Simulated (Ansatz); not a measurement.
# Twisted Ti2CO2 MXene bilayer, 38.21° (70 atoms): support functions against a reference

Aim: test how closely localised support functions follow the reference on twisted Ti2CO2 MXene bilayer, 38.21° (70 atoms), and at what cost. A setting counts as converged where the r.m.s. difference of forces stays under 1 % of the r.m.s. force.

Calculated with Ansatz 0.2.0; Kohn-Sham DFT, PBE+D4, PAW (set soft_2), plane waves.

**1. The structure**

The cell holds 70 atoms: 14 C, 28 Ti and 28 O. Its edges and angles: a = 8.017 Å, b = 8.017 Å, c = 27.780 Å, α = 90.0°, β = 90.0°, γ = 120.0°. It derives from Ti2CO2 (Ti2CO2 MXene). Ti2CO2 MXene (a = 3.03 Å) under Ti2CO2 MXene (a = 3.03 Å), bilayer, commensurate cell of 7 unit cells a layer, twist 38.21 deg; facing planes 2.9 Å apart; 16 Å of vacuum; layers as built, displaced by a Gaussian of 0.01 Å. Regions: layer 1, 35 atoms (7 C, 14 Ti and 14 O); layer 2, 35 atoms (7 C, 14 Ti and 14 O). Vacuum lies along c.

Limits known from the start: Beside vacuum, support functions can miss their usual error bounds without a warning. The main run has no spin polarisation, so moments on Ti can't form in it, and no Hubbard term.

**2. Plane-wave single point**

The first run fixes the reference, at a cutoff of 420 eV.

Input file input.yaml:

```yaml
crystal:
  lattice:
    - [8.0166, 0.0, 0.0]
    - [-4.0083, 6.94258, 0.0]
    - [0.0, 0.0, 27.78]
  atoms:
    - { symbol: C, position: [0.99922, 0.99773, 0.36831] }
    - { symbol: Ti, position: [0.1906, 0.23842, 0.41491] }
    - { symbol: Ti, position: [0.23746, 0.04549, 0.32033] }
    - { symbol: O, position: [0.23593, 0.04607, 0.44708] }
    - { symbol: O, position: [0.19203, 0.23751, 0.28871] }
    - { symbol: C, position: [0.14208, 0.42658, 0.36797] }
    - { symbol: Ti, position: [0.33215, 0.66558, 0.41491] }
    - { symbol: Ti, position: [0.37989, 0.47608, 0.32018] }
    - { symbol: O, position: [0.37939, 0.47604, 0.44726] }
    - { symbol: O, position: [0.33602, 0.66896, 0.28837] }
    - { symbol: C, position: [0.28682, 0.85731, 0.36744] }
    - { symbol: Ti, position: [0.47846, 0.0988, 0.41494] }
    - { symbol: Ti, position: [0.524, 0.90205, 0.32098] }
    - { symbol: O, position: [0.52385, 0.90234, 0.44758] }
    - { symbol: O, position: [0.47773, 0.09593, 0.28834] }
    - { symbol: C, position: [0.43009, 0.28576, 0.36791] }
    - { symbol: Ti, position: [0.61988, 0.52455, 0.41457] }
    - { symbol: Ti, position: [0.66604, 0.33406, 0.32113] }
    - { symbol: O, position: [0.6684, 0.3367, 0.44781] }
    - { symbol: O, position: [0.61923, 0.52256, 0.28799] }
    - { symbol: C, position: [0.5725, 0.71328, 0.36832] }
    - { symbol: Ti, position: [0.76407, 0.95362, 0.41453] }
    - { symbol: Ti, position: [0.81032, 0.76099, 0.32016] }
    - { symbol: O, position: [0.81168, 0.76066, 0.44784] }
    - { symbol: O, position: [0.7623, 0.95639, 0.28823] }
    - { symbol: C, position: [0.71376, 0.14207, 0.36795] }
    - { symbol: Ti, position: [0.90259, 0.3776, 0.41521] }
    - { symbol: Ti, position: [0.95157, 0.19062, 0.32129] }
    - { symbol: O, position: [0.95161, 0.187, 0.44816] }
    - { symbol: O, position: [0.90448, 0.37904, 0.28803] }
    - { symbol: C, position: [0.8554, 0.57168, 0.36749] }
    - { symbol: Ti, position: [0.04613, 0.80961, 0.41491] }
    - { symbol: Ti, position: [0.09412, 0.61823, 0.32085] }
    - { symbol: O, position: [0.09557, 0.6204, 0.44786] }
    - { symbol: O, position: [0.04906, 0.81, 0.28783] }
    - { symbol: C, position: [0.06942, 0.20178, 0.63256] }
    - { symbol: Ti, position: [0.83044, 0.01219, 0.67844] }
    - { symbol: Ti, position: [0.87805, 0.25243, 0.58486] }
    - { symbol: O, position: [0.8774, 0.24955, 0.71196] }
    - { symbol: O, position: [0.83124, 0.01284, 0.55189] }
    - { symbol: C, position: [0.92163, 0.48424, 0.63183] }
    - { symbol: Ti, position: [0.6833, 0.29633, 0.67913] }
    - { symbol: Ti, position: [0.73707, 0.53685, 0.5851] }
    - { symbol: O, position: [0.73504, 0.53611, 0.71207] }
    - { symbol: O, position: [0.68915, 0.29518, 0.55168] }
    - { symbol: C, position: [0.63847, 0.05976, 0.63136] }
    - { symbol: Ti, position: [0.40382, 0.86874, 0.67944] }
    - { symbol: Ti, position: [0.45361, 0.1083, 0.58584] }
    - { symbol: O, position: [0.44904, 0.10953, 0.71176] }
    - { symbol: O, position: [0.40134, 0.8708, 0.55248] }
    - { symbol: C, position: [0.78322, 0.77353, 0.63162] }
    - { symbol: Ti, position: [0.54439, 0.58219, 0.67939] }
    - { symbol: Ti, position: [0.59132, 0.81901, 0.58501] }
    - { symbol: O, position: [0.59183, 0.8203, 0.7117] }
    - { symbol: O, position: [0.54464, 0.58326, 0.55276] }
    - { symbol: C, position: [0.49562, 0.34069, 0.63171] }
    - { symbol: Ti, position: [0.25922, 0.15251, 0.67987] }
    - { symbol: Ti, position: [0.30328, 0.39124, 0.58518] }
    - { symbol: O, position: [0.30402, 0.38891, 0.71192] }
    - { symbol: O, position: [0.25993, 0.15498, 0.55252] }
    - { symbol: C, position: [0.21298, 0.91583, 0.63176] }
    - { symbol: Ti, position: [0.96992, 0.72415, 0.67966] }
    - { symbol: Ti, position: [0.02096, 0.96479, 0.58457] }
    - { symbol: O, position: [0.02174, 0.96439, 0.71195] }
    - { symbol: O, position: [0.97461, 0.72694, 0.55205] }
    - { symbol: C, position: [0.35292, 0.63043, 0.63281] }
    - { symbol: Ti, position: [0.11326, 0.43658, 0.67927] }
    - { symbol: Ti, position: [0.165, 0.6763, 0.58519] }
    - { symbol: O, position: [0.16126, 0.67706, 0.7119] }
    - { symbol: O, position: [0.11572, 0.43948, 0.55207] }
kpoints:
  mp_grid: { grid: [3, 3, 1] }
hamiltonian:
  xc: pbe
  dispersion: d4
scf:
  occupations: { method: fermi_dirac, width: 0.025 }
output:
  forces: true
  populations: intrinsic
  dos:
    method: { smearing: { sigma: 0.1 } }
    de: 0.1
    projected:
      site_lists:
        C: [C]
        O: [O]
        Ti: [Ti]
        layer_1: [0, 1, 2, 3, 4, 5, 6, 7, 8, 9, 10, 11, 12, 13, 14, 15, 16, 17, 18, 19, 20, 21, 22, 23, 24, 25, 26, 27, 28, 29, 30, 31, 32, 33, 34]
        layer_2: [35, 36, 37, 38, 39, 40, 41, 42, 43, 44, 45, 46, 47, 48, 49, 50, 51, 52, 53, 54, 55, 56, 57, 58, 59, 60, 61, 62, 63, 64, 65, 66, 67, 68, 69]
  eigenvalues: true
  write_density: true
  write_potential: true
  volumetric_format: npy
```

Command:

```
ansatz run input.yaml --threads 4 --pin off --max-ram 8192MiB --backend cpu --events-out ev --progress --plain --runs-dir out
```

Numbers of over 12 decimals in the logs are rounded to 6 here.

Output:

```text
Engine: ansatz 0.2.0, aarch64-unknown-linux-gnu
Pseudopotentials: kind: paw
Pseudopotential: C, paw, valence charge 4, recommended cutoff 420 eV (normal), C.paw.azcp
Pseudopotential: Ti, paw, valence charge 12, recommended cutoff 420 eV (normal), Ti.paw.azcp
Pseudopotential: O, paw, valence charge 6, recommended cutoff 420 eV (normal), O.paw.azcp
[... 5 lines on functional and potentials left out ...]
Crystal: 70 atoms, lattice volume = 1546.121 Å³
Basis set: ecut = 420 eV, 30387 PW (Γ), exchange–correlation on 108×108×384 points (8 copies of the dense FFT grid, shifted against one another)
Bands: 350, of which v1, the nominal top of the filled ones, is band 280 counted from 1 (279 counted from 0)
Symmetry: 1 space group operations
Space group: P1 (ITA 1), of the structure as read, at distance tolerance 1.2e-4 Å
k-points: 5 of 9 (time reversal used)
[... 7 lines on functional and potentials left out ...]
Initial density: superposition of atomic densities (neutral atoms: chi_scale 0, normalization atom), corrected by the library's trained network
Initial wavefunctions: pseudopotential atomic-orbital guess
Functional: x = pbe(κ = 0.804, μ = 0.219515), c = pbe(β = 0.066725)
SCF iter   1: F=—  HF=-89478.829565 eV  |F-HF|=—  |Δ(HF+E_count)|=         —  Δρ=4.82e-3  dr2=5.54e-1  ethr=1.77e-3  ⟨swp⟩=6.2  Hψ=7173  notcnv=0  defer=150
preconditioner: auto → Resta (q_TF=auto, 2.303 Å⁻¹)  ε∞=5.0  [insulator: Δε(μ)=0.417 eV  Ē_g=8.661 eV  σ=0.025 eV  W_gap=1.00  n_scr=302 (ndim 8)  ℏωp=17.3 eV  f_vac=0.506  D(μ)=0.02/eV (n_scr^D=0)  ε∞_Penn≈5.0  vacuum switching on, ρ_ref=5.4e-3 e/Å³]
SCF iter   2: F=—  HF=-89478.752488 eV  |F-HF|=—  |Δ(HF+E_count)|=   7.71e-2  Δρ=2.99e-3  dr2=2.21e-1  ethr=9.90e-5  ⟨swp⟩=2.6  Hψ=2836  notcnv=0  defer=247
SCF iter   3: F=—  HF=-89478.733228 eV  |F-HF|=—  |Δ(HF+E_count)|=   1.93e-2  Δρ=1.58e-3  dr2=9.67e-2  ethr=3.95e-5  ⟨swp⟩=3.2  Hψ=2284  notcnv=0  defer=247
SCF iter   4: F=—  HF=-89478.731366 eV  |F-HF|=—  |Δ(HF+E_count)|=   1.86e-3  Δρ=1.11e-3  dr2=4.28e-2  ethr=1.73e-5  ⟨swp⟩=3.0  Hψ=2167  notcnv=0  defer=247
SCF iter   5: F=—  HF=-89478.728076 eV  |F-HF|=—  |Δ(HF+E_count)|=   3.29e-3  Δρ=3.20e-4  dr2=2.93e-3  ethr=7.64e-6  ⟨swp⟩=2.6  Hψ=2410  notcnv=0  defer=247
SCF iter   6: F=—  HF=-89478.727439 eV  |F-HF|=—  |Δ(HF+E_count)|=   6.36e-4  Δρ=2.69e-4  dr2=1.93e-3  ethr=5.23e-7  ⟨swp⟩=2.0  Hψ=2345  notcnv=0  defer=247
SCF iter   7: F=—  HF=-89478.726981 eV  |F-HF|=—  |Δ(HF+E_count)|=   4.59e-4  Δρ=9.34e-5  dr2=1.58e-4  ethr=3.45e-7  ⟨swp⟩=2.0  Hψ=2109  notcnv=0  defer=247
SCF iter   8: F=—  HF=-89478.726913 eV  |F-HF|=—  |Δ(HF+E_count)|=   6.82e-5  Δρ=6.65e-5  dr2=8.99e-5  ethr=2.81e-8  ⟨swp⟩=3.4  Hψ=3346  notcnv=0  defer=247
SCF iter   9: F=—  HF=-89478.728485 eV  |F-HF|=—  |Δ(HF+E_count)|=   1.57e-3  Δρ=3.84e-5  dr2=3.12e-5  ethr=1.61e-8  ⟨swp⟩=2.0  Hψ=2549  notcnv=0  defer=247
SCF iter  10: F=—  HF=-89478.728479 eV  |F-HF|=—  |Δ(HF+E_count)|=   5.62e-6  Δρ=9.53e-6  dr2=1.77e-6  ethr=5.58e-9  ⟨swp⟩=2.0  Hψ=2126  notcnv=0  defer=247
SCF iter  11: F=—  HF=-89478.728480 eV  |F-HF|=—  |Δ(HF+E_count)|=   5.14e-7  Δρ=6.47e-6  dr2=1.43e-6  ethr=3.16e-10  ⟨swp⟩=3.6  Hψ=3406  notcnv=0  defer=247
SCF iter  12: F=—  HF=-89478.728480 eV  |F-HF|=—  |Δ(HF+E_count)|=   2.50e-8  Δρ=2.76e-6  dr2=1.41e-7  ethr=2.55e-10  ⟨swp⟩=2.0  Hψ=1991  notcnv=0  defer=247
SCF iter  13: F=-89478.728480 eV  HF=-89478.728480 eV  |F-HF|=2.28e-8  |Δ(HF+E_count)|=   1.10e-7  Δρ=1.47e-6  dr2=3.40e-8  ethr=1.79e-11  ⟨swp⟩=19.4  Hψ=13645  notcnv=0
SCF 1 converged in 13 iterations: F = -89478.728480 eV  dr2 = 3.40e-8
  greatest PAW one-centre occupation: 0.999 electrons in one spin orbital (limit 2), on the Ti atom at site 56 (counted from 0), in its partial waves of l = 0
WARN: The output density's exchange-correlation potential varies sharply where the density is thin. Do not read a vacuum level from v_tot or v_xc, or from such a field of the output density. On a cell that repeats whose density bears no net charge and no dipole along the vacuum's axis use v_es (v_loc + v_h of the components); [...]
SCF converged after 13 iterations
Free energy (F): -89478.728480 eV
Harris-Foulkes:  -89478.728480 eV  (|F-HF|=2.28e-8)
Internal energy: -89478.728268 eV  (E = F + TS)
E sigma→0 (E₀):  -89478.728374 eV
Entropy (-TS):   -0.000212 eV (-0.003 meV/atom)
Fermi energy:    2.932799 eV
--- Per-component energies (eV) ---
  E_band       = -9705.663038
  E_kinetic    = 13779.517866
  E_local      = -630904.374280  (includes V_loc(G=0)·N_el)
  E_nonlocal   = 1827.028949
  E_hartree    = 309153.600557
  E_xc         = -5506.407422
  E_vxc        = -6936.013100  (∫ρ·V_xc dr)
  E_paw        = -35083.241003  (= ΣΔE_a)
  E_vpaw       = -5779.140144  (= ΣTr[D̂ρ^β])
  E_aug_tail   = 0.073263  (compensation charges beyond the density's cutoff)
  E_ewald      = 257268.252562
  E_disp       = -13.178759  (pairwise vdW)
  E_smearing   = -0.000212  (= −TS)
  E_closure    = -0.000000  (closes the sum)
  Σ components = -89478.728480   (vs F -89478.728480, Δ=0.00e0)
--- Forces (eV/Å), atoms counted from 1 ---
  atom   1  C     -0.02873695     0.12915655    -0.32823860
  atom   2  Ti     0.08766660    -0.08932419     0.02205729
  atom   3  Ti     0.28981600     0.14082522     0.22193920
  atom   4  O      0.20562786     0.14390073    -0.07287459
  atom   5  O     -0.14789043     0.03297783    -0.03411212
  atom   6  C     -0.08051977     0.12963367    -0.08378926
  atom   7  Ti    -0.04905156     0.28946897     0.15553521
  atom   8  Ti     0.14642797    -0.07380080     0.28360637
  atom   9  O      0.09555476    -0.08048931    -0.07135957
  atom  10  O     -0.05718352    -0.29090915    -0.02601051
  atom  11  C     -0.07664239    -0.09097600     0.08564931
  atom  12  Ti    -0.06375899    -0.52543300    -0.00194739
  atom  13  Ti    -0.19989109     0.30042184     0.09867938
  atom  14  O     -0.08165088     0.20925816    -0.28935862
[...]
atom  69  O      0.05963397     0.04678442    -0.21329546
  atom  70  O      0.08643801     0.02626173     0.16760396
  max |Σ_I F_I| component: 1.87e-4 eV/Å
--- Band table (eV; the first three rows and the last of 5) ---
  k-point 0: bands = ["-54.9916", "-54.9632", "-54.9527", "-54.9453", [... 334 levels ...], "5.1683", "5.1955", "5.2226", "5.2312", "5.2411", "5.2432", "5.2500", "5.2554", "5.2645", "5.2778", "5.2855", "5.2946"]
[...]
--- intrinsic populations: 70 sites ---
  site symbol       q [e]
     0      C      4.9473
     1     Ti     10.8914
     2     Ti     10.8818
[...]
69      O      6.6315
  spilling = 0.000000 (of n_electrons = 560.000000)
```

Elapsed: 4.4 min, on 4 threads of Arm Neoverse V2, shared host; peak memory 5.5 GiB.

The program notes that it cut back its work space to fit the memory limit and the exchange-correlation potential is rough where the density is thin.

Numbers from this run:

```yaml
free_energy: -89478.7285 eV
free_energy_per_atom: -1278.2676 eV/atom
scf_cycles: 13
r_m_s_force_component: 0.2007 eV/Å
longest_force: 0.6694 eV/Å
fermi_energy: 2.933 eV
spacing_of_highest_filled_and_lowest_empty_level: 0.3757 eV
potential_in_mid_vacuum_over_the_fermi_level: 5.568 eV
potential_4p5_a_over_the_upper_face: 5.564 eV
potential_4p5_a_under_the_lower_face: 5.573 eV
```

The r.m.s. force component of 0.20 eV/Å sets the scale for the differences below.

**3. Support functions medium**

The cell is solved in localised support functions. The level medium gives here a grid of 48×48×162 points and a radius of 3.58 Å. Besides, the program derives a nominal cutoff of 464 eV for this run, against the reference's 420.

This step: Kohn-Sham DFT, PBE+D4, PAW (set soft_2), localised support functions (medium) (Ansatz 0.2.0).

input.yaml, the sections that differ from step 2:

```yaml
scf:
  occupations: { method: fermi_dirac, width: 0.025 }
  eigensolver: { kind: { support_functions: { accuracy: medium } } }
  mixing: { beta: 0.2 }
  max_iter: 150
output:
  forces: true
# crystal, kpoints, hamiltonian: as in step 2
```

Output:

```text
Warning: scf.eigensolver.kind.support_functions: disabling space-group detection — the functions' gradient is summed over unrotated k-points, so no spatial operation reduces the k-mesh or symmetrises the density; time reversal is kept, so that k and −k are solved as one point where they differ and the mesh holds both, and exact exchange and, on two spinor components, a DFT+U term hold to it where the run has them: [...]
Warning: basis.ecutwfc = 464 eV, auto-derived: no grid that the accuracy of the support functions lays serves the files at the lower one that their records recommend; a deck with other species or settings can derive another value
settings of this run that can trade accuracy for cost: scf.eigensolver.kind.support_functions [...]
[...]
Crystal: 70 atoms, lattice volume = 1546.121 Å³
Basis set: ecut = 464 eV, 35083 PW (Γ), exchange–correlation on 120×120×432 points (8 copies of the dense FFT grid, shifted against one another)
Bands: 336, of which v1, the nominal top of the filled ones, is band 280 counted from 1 (279 counted from 0)
Symmetry: 1 space group operations
k-points: 5 of 9 (time reversal used)
[...]
Eigensolver: Support functions (medium, 48×48×162 points, laid for a spacing of at most 0.183426 Å, radius 3.575587 Å, 38 sites without an atom, 2 species' potentials softened for the grid, 3 wholly corrected for its errors in the mean over positions, 3 with the egg-box correction, energy correction by stochastic trace)
[...]
SCF iter   1: F=—  HF=-89560.611988 eV  |F-HF|=—  |Δ(HF+E_count)|=         —  Δρ=1.52e-1  dr2=4.33e2  ethr=1.00e-1
[...]
SCF iter  19: F=—  HF=-89479.023517 eV  |F-HF|=—  |Δ(HF+E_count)|=   5.64e-4  Δρ=2.27e-5  dr2=4.42e-6  ethr=1.60e-9  κ⁻¹=5.5e-6(r=7)
SCF iter  20: F=-89479.023516 eV  HF=-89479.023517 eV  |F-HF|=1.09e-6  |Δ(HF+E_count)|=   2.02e-7  Δρ=9.55e-6  dr2=1.27e-6  ethr=7.88e-10
SCF 1 converged in 20 iterations: F = -89479.035187 eV  dr2 = 1.27e-6
[...]
SCF converged after 20 iterations
Stability not checked: this state was not tested for a lower state beside it, because the mixer in use, unlike msr1, does not test its closes by its own steps (another_mixer; see scf.mixing.algorithm and scf.lower_state_search)
Free energy (F): -89479.035187 eV
[...]
Internal energy: -89479.034977 eV  (E = F + TS)
E sigma→0 (E₀):  -89479.035082 eV
Entropy (-TS):   -0.000210 eV (-0.003 meV/atom)
Fermi energy:    2.933048 eV
[...]
Σ components = -89479.035187   (vs F -89479.035187, Δ=0.00e0)
--- Forces (eV/Å), atoms counted from 1 ---
  atom   1  C     -0.02889359     0.12928260    -0.32797270
  atom   2  Ti     0.08746963    -0.08878534     0.01906427
  atom   3  Ti     0.28916441     0.14071774     0.22373360
  atom   4  O      0.20552018     0.14333584    -0.07269861
[...]
atom  70  O      0.08649967     0.02623329     0.16745628
  max |Σ_I F_I| component: 2.07e-3 eV/Å
--- Band table (eV; the first three rows and the last of 5) ---
[...]
guard bands above this table: 48 of the run's 336 bands (output.publish_guard_bands: true publishes all)
[...]
```

The job ended after 5.5 min (4 threads; peak memory 4.9 GiB).

The program notes that the band table was not solved further than the SCF left it and it switched symmetry off.

Keys that differ from the reference: support_functions.accuracy = "medium", scf.max_iter = 150 and scf.mixing.beta = 0.2.

Forces differ from the reference by 0.89 meV/Å r.m.s., 0.44 % of their size, within a tolerance of 1 %; the energy by -4.4 meV/atom. The two runs also began from different starting densities, which bears on cycles and time.

**4. Support functions low**

The cell is solved in localised support functions. The level low gives here a grid of 48×48×150 points and a radius of 3.58 Å.

This step: Kohn-Sham DFT, PBE+D4, PAW (set soft_2), localised support functions (low) (Ansatz 0.2.0).

input.yaml, the sections that differ from step 3:

```yaml
scf:
  occupations: { method: fermi_dirac, width: 0.025 }
  eigensolver: { kind: { support_functions: { accuracy: low } } }
  mixing: { beta: 0.2 }
  max_iter: 150
# crystal, kpoints, hamiltonian, output: as in step 3
```

Output:

```text
[...]
Crystal: 70 atoms, lattice volume = 1546.121 Å³
Basis set: ecut = 420 eV, 30387 PW (Γ), exchange–correlation on 120×120×384 points (8 copies of the dense FFT grid, shifted against one another)
Bands: 336, of which v1, the nominal top of the filled ones, is band 280 counted from 1 (279 counted from 0)
Symmetry: 1 space group operations
k-points: 5 of 9 (time reversal used)
[...]
Eigensolver: Support functions (low, 48×48×150 points, laid for a spacing of at most 0.186952 Å, radius 3.575587 Å, 41 sites without an atom, 2 species' potentials softened for the grid, 3 wholly corrected for its errors in the mean over positions, 3 with the egg-box correction, energy correction by stochastic trace)
[...]
SCF iter   1: F=—  HF=-89560.578681 eV  |F-HF|=—  |Δ(HF+E_count)|=         —  Δρ=1.52e-1  dr2=4.34e2  ethr=1.00e-1
[...]
SCF iter  17: F=—  HF=-89479.024390 eV  |F-HF|=—  |Δ(HF+E_count)|=   7.61e-4  Δρ=6.59e-5  dr2=4.97e-5  ethr=2.98e-8  κ⁻¹=1.1e-5(r=7)
SCF iter  18: F=-89479.025042 eV  HF=-89479.025045 eV  |F-HF|=3.26e-6  |Δ(HF+E_count)|=   6.55e-4  Δρ=3.32e-5  dr2=1.14e-5  ethr=8.87e-9
SCF 1 converged in 18 iterations: F = -89479.037334 eV  dr2 = 1.14e-5
[...]
SCF converged after 18 iterations
[...]
Free energy (F): -89479.037334 eV
[...]
Internal energy: -89479.037124 eV  (E = F + TS)
E sigma→0 (E₀):  -89479.037229 eV
Entropy (-TS):   -0.000210 eV (-0.003 meV/atom)
Fermi energy:    2.933821 eV
[...]
Σ components = -89479.037334   (vs F -89479.037334, Δ=0.00e0)
--- Forces (eV/Å), atoms counted from 1 ---
  atom   1  C     -0.02892753     0.12935771    -0.32818080
  atom   2  Ti     0.08756897    -0.08897077     0.01829804
  atom   3  Ti     0.28983526     0.14021902     0.22405700
  atom   4  O      0.20555729     0.14340332    -0.07188450
[...]
atom  70  O      0.08639535     0.02633252     0.16657115
  max |Σ_I F_I| component: 2.36e-3 eV/Å
--- Band table (eV; the first three rows and the last of 5) ---
[...]
```

The job ended after 5 min (4 threads; peak memory 4.7 GiB; 20 min of CPU time).

Keys that differ from the reference: support_functions.accuracy = "low", scf.max_iter = 150 and scf.mixing.beta = 0.2.

Forces differ from the reference by 1.2 meV/Å r.m.s., 0.60 % of their size, within a tolerance of 1 %; the energy by -4.4 meV/atom. The two runs also began from different starting densities, which bears on cycles and time.

[end of part 1 of 2]

[Logs are printed without paths, hosts, clocks, repeated set-up lines and the standing remarks that a program may print on its own settings, such as how far it seeks lower states.]

[Hosts, paths, dates, database ids (printed as entryN), source tags and the programs' standing remarks are cut or masked in the printed files.]
